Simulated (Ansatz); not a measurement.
# TiO2 (I4/m): how G0W0 depends on its starting point

One-shot GW is not self-consistent; how far does the start matter for TiO2 (I4/m)?

Calculated with Ansatz 0.2.0; G0W0 on several functionals, plane waves, PAW.

## (1) Set-up

It takes space group I4/m (No. 87, tetragonal). Conventional cell: a = 8.702 Å, b = 8.702 Å, c = 3.775 Å, α = 90.00°, β = 90.00°, γ = 90.00°. Ti has 6 O at 1.80 to 2.26 Å nearest. Nearest to O lie 4 Ti at 1.95 to 2.26 Å. Nearest to O lie 2 Ti at 1.80 to 1.81 Å. Farther neighbours and most contacts between anions are not listed.

The cell and positions are those that the Materials Project relaxed with its own functionals (PBE, PBE+U or r2SCAN), kept fixed. This is not the form that TiO2 usually takes at ambient conditions.

## (2) G0W0 on LDA

Now the one-shot GW correction: screening in the RPA, then the self-energy of the levels asked for. This step takes PAW set soft_1 files.

This step: G0W0 on LDA, plane waves, PAW; PAW set soft_1.

input.yaml reads:

```yaml
crystal:
  lattice:
    - [-4.3507577183, 4.3507577183, 1.8875555959]
    - [4.3507577183, -4.3507577183, 1.8875555959]
    - [4.3507577183, 4.3507577183, -1.8875555959]
  atoms:
    - { symbol: Ti, position: [0.2922817, 0.00285525, 0.29513695] }
    - { symbol: Ti, position: [0.00285525, 0.7077183, 0.71057354] }
    - { symbol: Ti, position: [0.99714475, 0.2922817, 0.28942646] }
    - { symbol: Ti, position: [0.7077183, 0.99714475, 0.70486305] }
    - { symbol: O, position: [0.49886382, 0.15078472, 0.64964854] }
    - { symbol: O, position: [0.16166201, 0.8403974, 0.00205942] }
    - { symbol: O, position: [0.15078471, 0.50113618, 0.65192089] }
    - { symbol: O, position: [0.15960259, 0.16166201, 0.32126461] }
    - { symbol: O, position: [0.8403974, 0.83833799, 0.67873539] }
    - { symbol: O, position: [0.84921528, 0.49886382, 0.34807911] }
    - { symbol: O, position: [0.83833799, 0.15960259, 0.99794058] }
    - { symbol: O, position: [0.50113618, 0.84921529, 0.35035146] }
kpoints:
  mp_grid: { grid: [4, 4, 4] }
hamiltonian:
  xc: lda
  pseudopotentials: { kind: paw, azcp: { folder: soft_1 }, xc_functional: pbe }
scf:
  occupations: { method: fixed }
gw:
  n_empty_bands: 364
  ecut_chi: 108
  qp_bands: [v4, c4]
  qp_kpoints: band_edges
  screening: { model: contour_deformation }
```

Launch:

```sh
ansatz run input.yaml --threads 3 --pin off --max-ram 92160MiB --backend cuda --events-out ev --progress --plain --runs-dir out --devices 1 --max-vram 13GiB
```

Numbers of over 12 decimals in the logs are rounded to 6 here.

What it wrote:

```text
GPUs: using 1 of 1 available (devices: 1).
Engine: ansatz 0.2.0, x86_64-unknown-linux-gnu
Pseudopotentials: kind: paw
Pseudopotential: Ti, paw, valence charge 12, recommended cutoff 420 eV (normal), soft_1/Ti.paw.azcp
Pseudopotential: O, paw, valence charge 6, recommended cutoff 420 eV (normal), soft_1/O.paw.azcp
Functional definition: SPW92
  exchange = slater_x
  correlation = pw_c
device memory: the entry about to start is reckoned to put 4.1 GiB on a device that reports 45.8 GiB free (of which the cap on the GPU budget leaves the run 13.0 GiB)
GPU FFT provider: cuFFT
GPU libraries: cuBLAS 13.8.2, cuFFT 12.4.0, cuSOLVER 12.3.4
Crystal: 12 atoms, lattice volume = 142.919 Å³
Basis set: ecut = 420 eV, 2795 PW (Γ)
Bands: 60, of which v1, the nominal top of the filled ones, is band 48 counted from 1 (47 counted from 0)
Symmetry: 8 space group operations
Space group: I4/m (ITA 87), of the structure as read, at distance tolerance 5.2e-5 Å
k-points: 14 of 64
Non-local potential: Ti, projectors of the file, l = 0: 3, l = 1: 2, l = 2: 3, l = 3: 1
Non-local potential: O, projectors of the file, l = 0: 2, l = 1: 2, l = 2: 1
PAW form: soft (Blöchl's): semilocal exchange-correlation on the pseudo side does not see the compensation charge
PAW frozen core: Ti, regenerated for the run's functional, and the local potential with it (the file was generated under x = pbe(κ = 0.804, μ = 0.219515), c = pbe(β = 0.066725))
PAW frozen core: O, regenerated for the run's functional, and the local potential with it (the file was generated under x = pbe(κ = 0.804, μ = 0.219515), c = pbe(β = 0.066725))
PAW one-centre angular grid: Ti, 590 points (default); XC on 64 Gauss nodes
PAW one-centre angular grid: O, 110 points (default); XC on 64 Gauss nodes
Initial density: superposition of atomic densities (chi_scale 0.1, normalization cell, long waves kept (reshape's long-wave potential 0.09 eV rms))
Initial wavefunctions: pseudopotential atomic-orbital guess
GPU buffer pool allocated for 91125 grid points (all kernels)
GPU transforms: local potential and band sums: pruned to the plane-wave sphere, on 45×45×45
Functional: x = slater, c = lda
SCF iter   1: F=—  HF=-14261.271789 eV  |F-HF|=—  |Δ(HF+E_count)|=         —  Δρ=5.03e-2  dr2=4.39e0  ethr=3.10e-3  ⟨swp⟩=3.2  Hψ=2533  notcnv=0  defer=114
preconditioner: auto → Resta (q_TF=auto, 2.553 Å⁻¹)  ε∞=7.6  [insulator: Δε(μ)=1.144 eV  Ē_g=9.644 eV  n_scr=44 (ndim 8)  ℏωp=24.8 eV  f_vac=0.049  ε∞_Penn≈7.6]
SCF iter   2: F=—  HF=-14260.657959 eV  |F-HF|=—  |Δ(HF+E_count)|=   6.14e-1  Δρ=2.97e-2  dr2=1.47e0  ethr=3.10e-3  ⟨swp⟩=2.7  Hψ=1386  notcnv=0  defer=117
SCF iter   3: F=—  HF=-14260.408634 eV  |F-HF|=—  |Δ(HF+E_count)|=   2.49e-1  Δρ=2.33e-2  dr2=9.65e-1  ethr=1.53e-3  ⟨swp⟩=2.0  Hψ=1222  notcnv=0  defer=100
SCF iter   4: F=—  HF=-14260.251636 eV  |F-HF|=—  |Δ(HF+E_count)|=   1.57e-1  Δρ=6.04e-3  dr2=8.17e-2  ethr=1.01e-3  ⟨swp⟩=2.2  Hψ=1137  notcnv=0  defer=134
SCF iter   5: F=—  HF=-14260.247741 eV  |F-HF|=—  |Δ(HF+E_count)|=   3.90e-3  Δρ=5.88e-3  dr2=5.91e-2  ethr=8.51e-5  ⟨swp⟩=2.0  Hψ=1228  notcnv=0  defer=127
SCF iter   6: F=—  HF=-14260.242239 eV  |F-HF|=—  |Δ(HF+E_count)|=   5.50e-3  Δρ=1.59e-3  dr2=6.04e-3  ethr=6.15e-5  ⟨swp⟩=2.0  Hψ=1130  notcnv=0  defer=136
SCF iter   7: F=—  HF=-14260.244179 eV  |F-HF|=—  |Δ(HF+E_count)|=   1.94e-3  Δρ=4.94e-4  dr2=4.54e-4  ethr=6.29e-6  ⟨swp⟩=2.0  Hψ=1101  notcnv=0  defer=136
SCF iter   8: F=—  HF=-14260.244525 eV  |F-HF|=—  |Δ(HF+E_count)|=   3.46e-4  Δρ=2.22e-4  dr2=8.83e-5  ethr=4.73e-7  ⟨swp⟩=2.0  Hψ=1150  notcnv=0  defer=81
SCF iter   9: F=—  HF=-14260.244539 eV  |F-HF|=—  |Δ(HF+E_count)|=   1.34e-5  Δρ=3.81e-5  dr2=2.10e-6  ethr=9.20e-8  ⟨swp⟩=2.0  Hψ=1159  notcnv=0  defer=78
SCF iter  10: F=—  HF=-14260.244539 eV  |F-HF|=—  |Δ(HF+E_count)|=   3.37e-7  Δρ=1.20e-5  dr2=1.92e-7  ethr=2.19e-9  ⟨swp⟩=2.0  Hψ=1378  notcnv=0  defer=78
SCF iter  11: F=-14260.244539 eV  HF=-14260.244539 eV  |F-HF|=8.04e-10  |Δ(HF+E_count)|=   3.36e-8  Δρ=3.49e-6  dr2=1.62e-8  ethr=1.04e-10  ⟨swp⟩=9.7  Hψ=2664  notcnv=0
SCF 1 converged in 11 iterations: F = -14260.244539 eV  dr2 = 1.62e-8
  greatest PAW one-centre occupation: 0.998 electrons in one spin orbital (limit 2), on the Ti atom at site 2 (counted from 0), in its partial waves of l = 0
device memory: the entry about to start is reckoned to put 5.1 GiB (of the 5.2 GiB reckoned in all, the device holds 0.1 GiB already) on a device that reports 45.6 GiB free (of which the cap on the GPU budget leaves the run 13.0 GiB)
NSCF: frozen V_eff on 14 k-points
the band table was solved once the SCF had ended and its energy, with any forces and stress, was formed, with the checks that follow a solve (3095 applications of the Hamiltonian). They found nothing against the state; the energy, forces and stress were not computed again (output.eigenvalues in the input reference)
device memory: the entry about to start is reckoned to put 4.7 GiB on a device that reports 45.5 GiB free (of which the cap on the GPU budget leaves the run 13.0 GiB)
NSCF: frozen V_eff on 14 k-points
G₀W₀ screening: q 1/14
[... further progress lines ...]
device memory: the entry about to start is reckoned to put 1.2 GiB on a device that reports 38.1 GiB free (of which the cap on the GPU budget leaves the run 13.0 GiB)
NSCF: frozen V_eff on 1 k-points
SCF converged after 11 iterations
Free energy (F): -14260.244539 eV
Harris-Foulkes:  -14260.244539 eV  (|F-HF|=8.04e-10)
Internal energy: -14260.244539 eV  (E = F + TS)
E sigma→0 (E₀):  -14260.244539 eV
Fermi energy:    6.372895 eV
--- Per-component energies (eV) ---
  E_band       = -994.290620
  E_kinetic    = 2450.273808
  E_local      = -8204.967564  (includes V_loc(G=0)·N_el)
  E_nonlocal   = 681.154867
  E_hartree    = 3211.110383
  E_xc         = -1022.884416
  E_vxc        = -1303.201200  (∫ρ·V_xc dr)
  E_paw        = -5179.714391  (= ΣΔE_a)
  E_vpaw       = -1039.773439  (= ΣTr[D̂ρ^β])
  E_aug_tail   = 0.006017  (compensation charges beyond the density's cutoff)
  E_ewald      = -6197.302418
  E_core_change = 2.079174  (= ΣΔE_core)
  E_smearing   = -0.000000  (= −TS)
  E_closure    = -0.000000  (closes the sum)
  Σ components = -14260.244539   (vs F -14260.244539, Δ=0.00e0)
--- Band table (eV; the first three rows and the last of 14) ---
  k-point 0: bands = [... 44 lower, 5.4350, 5.4350, 5.4396, 5.6661, 7.8988, 9.3432, 9.3432, 9.4066, ... 8 higher]
  k-point 1: bands = [... 44 lower, 5.2082, 5.3909, 5.4611, 5.7369, 8.1397, 9.1749, 9.1974, 9.4540, ... 8 higher]
  k-point 2: bands = [... 44 lower, 5.1951, 5.4128, 5.4469, 5.6951, 8.5795, 8.8380, 9.0492, 9.6062, ... 8 higher]
  k-point 13: bands = [... 44 lower, 5.1375, 5.2127, 5.2127, 6.3729, 9.1695, 9.1695, 9.2207, 9.4164, ... 8 higher]
--- G₀W₀: contour deformation, 7 samples at zero and on the imaginary axis and 1 off it, 64 q-points, 364 empty bands' worth ---
  eigenvalues of the whole cell's RPA ε∞ on this k-mesh (on a slab, of 1 + 4πα/V) = 6.1571, 6.1571, 6.2429; static W/v taken at q = 0 is 0.161214
  gw.qp_kpoints: band_edges: 14 of 14 stored k-points solved, in 1 pass; an edge of the gap read off the rows below is read off those points alone
    ik  band        ε_KS         Σx   Σc(E_QP)       V_xc       Z   E_QP_lin       E_QP  E_QP is
     0    45      5.4350   -25.7513     4.6232   -21.0295  0.7182     5.3363     5.3365  root
     0    46      5.4350   -25.7513     4.6232   -21.0295  0.7182     5.3363     5.3365  root
     0    47      5.4396   -25.6655     4.5750   -20.9715  0.7230     5.3203     5.3206  root
     0    48      5.6661   -25.1664     4.6534   -20.3567  0.7099     5.5092     5.5097  root
     0    49      7.8988   -12.6245    -6.2812   -20.5081  0.7430     9.5496     9.5011  root
     0    50      9.3432   -14.1253    -6.5913   -22.3172  0.7174    11.0086    10.9438  root
     0    51      9.3432   -14.1253    -6.5913   -22.3172  0.7174    11.0086    10.9438  root
     0    52      9.4066   -14.1387    -7.0595   -22.8960  0.7139    11.1810    11.1045  root
     1    45      5.2082   -26.5046     4.6110   -21.8016  0.7261     5.1161     5.1163  root
     1    46      5.3909   -25.4531     4.4967   -20.8570  0.7193     5.2913     5.2915  root
     1    47      5.4611   -25.7189     4.5727   -21.0519  0.7188     5.3667     5.3669  root
     1    48      5.7369   -25.3430     4.6167   -20.5872  0.7107     5.5974     5.5978  root
     1    49      8.1397   -12.8597    -6.3203   -20.7832  0.7388     9.7933     9.7429  root
     1    50      9.1749   -13.7902    -6.8259   -22.2983  0.7211    10.9262    10.8571  root
     1    51      9.1974   -13.9207    -6.6491   -22.1847  0.7192    10.8773    10.8123  root
     1    52      9.4540   -13.9516    -6.9148   -22.5016  0.7135    11.1610    11.0892  root
     2    45      5.1951   -26.4598     4.5339   -21.8532  0.7257     5.1223     5.1224  root
     2    46      5.4128   -25.1362     4.3933   -20.6460  0.7145     5.3156     5.3158  root
     2    47      5.4469   -25.8290     4.6116   -21.1280  0.7184     5.3573     5.3575  root
     2    48      5.6951   -25.1584     4.5375   -20.4952  0.7087     5.5690     5.5693  root
     2    49      8.5795   -13.3112    -6.1782   -21.0538  0.7327    10.1945    10.1439  root
     2    50      8.8380   -13.4476    -6.9129   -22.0334  0.7231    10.5783    10.5109  root
     2    51      9.0492   -13.5090    -6.7829   -21.9668  0.7242    10.7905    10.7241  root
     2    52      9.6062   -13.6715    -7.4315   -22.7899  0.7075    11.3760    11.2931  root
[...]
13    45      5.1375   -26.5439     4.3406   -22.1912  0.7285     5.1255     5.1255  root
    13    46      5.2127   -25.2073     4.8196   -20.2174  0.7124     5.0417     5.0424  root
    13    47      5.2127   -25.2073     4.8196   -20.2174  0.7124     5.0417     5.0424  root
    13    48      6.3729   -25.8163     4.4724   -21.2578  0.7162     6.2866     6.2868  root
    13    49      9.1695   -13.2723    -7.1320   -22.0760  0.7176    10.9143    10.8412  root
    13    50      9.1695   -13.2723    -7.1320   -22.0760  0.7176    10.9143    10.8412  root
    13    51      9.2207   -13.7300    -6.3375   -21.6540  0.7259    10.8662    10.8072  root
    13    52      9.4164   -13.6432    -7.5770   -22.9470  0.7081    11.2301    11.1433  root
```

Run time: 45 s. Hardware: 1 × NVIDIA H100 80GB HBM3 (shared by 6 runs) with 3 threads of AMD EPYC 7R13 (Zen 3), shared host; peak memory 1.7 GiB; 69 s of CPU time.

This step gave:

```
bands summed                                 : 412
RPA ε∞ on this mesh (eigenvalues)            : 6.157, 6.157, 6.243
plane waves in the screening matrix          : 371
q-points in the mesh                         : 64
G0W0 gap on the mesh                         : 3.214 eV
k of the valence top                         : -0.5, -0.5, -0.5
k of the conduction bottom                   : 0, 0, 0
starting gap on the mesh                     : 1.526 eV
Z at the valence top                         : 0.7162
Z at the conduction bottom                   : 0.7430
least direct G0W0 gap on the computed points : 3.991 eV
```

The gap on the mesh goes from 1.53 eV to 3.21 eV, a correction of +1.69 eV. Between the two edge states, bare exchange in place of the xc potential would open the gap by 12.44 eV, and correlation takes back 10.75 eV.

[end of part 1 of 2]

[Paths, hosts, dates, memory and timing lines, banners, echoed tables and standing remarks are left out of the program output.]

[Logs are printed without paths, hosts, clocks, repeated set-up lines and the standing remarks that a program may print on its own settings, such as how far it seeks lower states.]

[Runs of the session that timed out or met a known fault of the program may be left out.]

[Cells called generated may have been cut or substituted from an entry of the Crystallography Open Database or the Materials Project.]

[Hosts, paths, dates, database ids (printed as entryN), source tags and the programs' standing remarks are cut or masked in the printed files.]
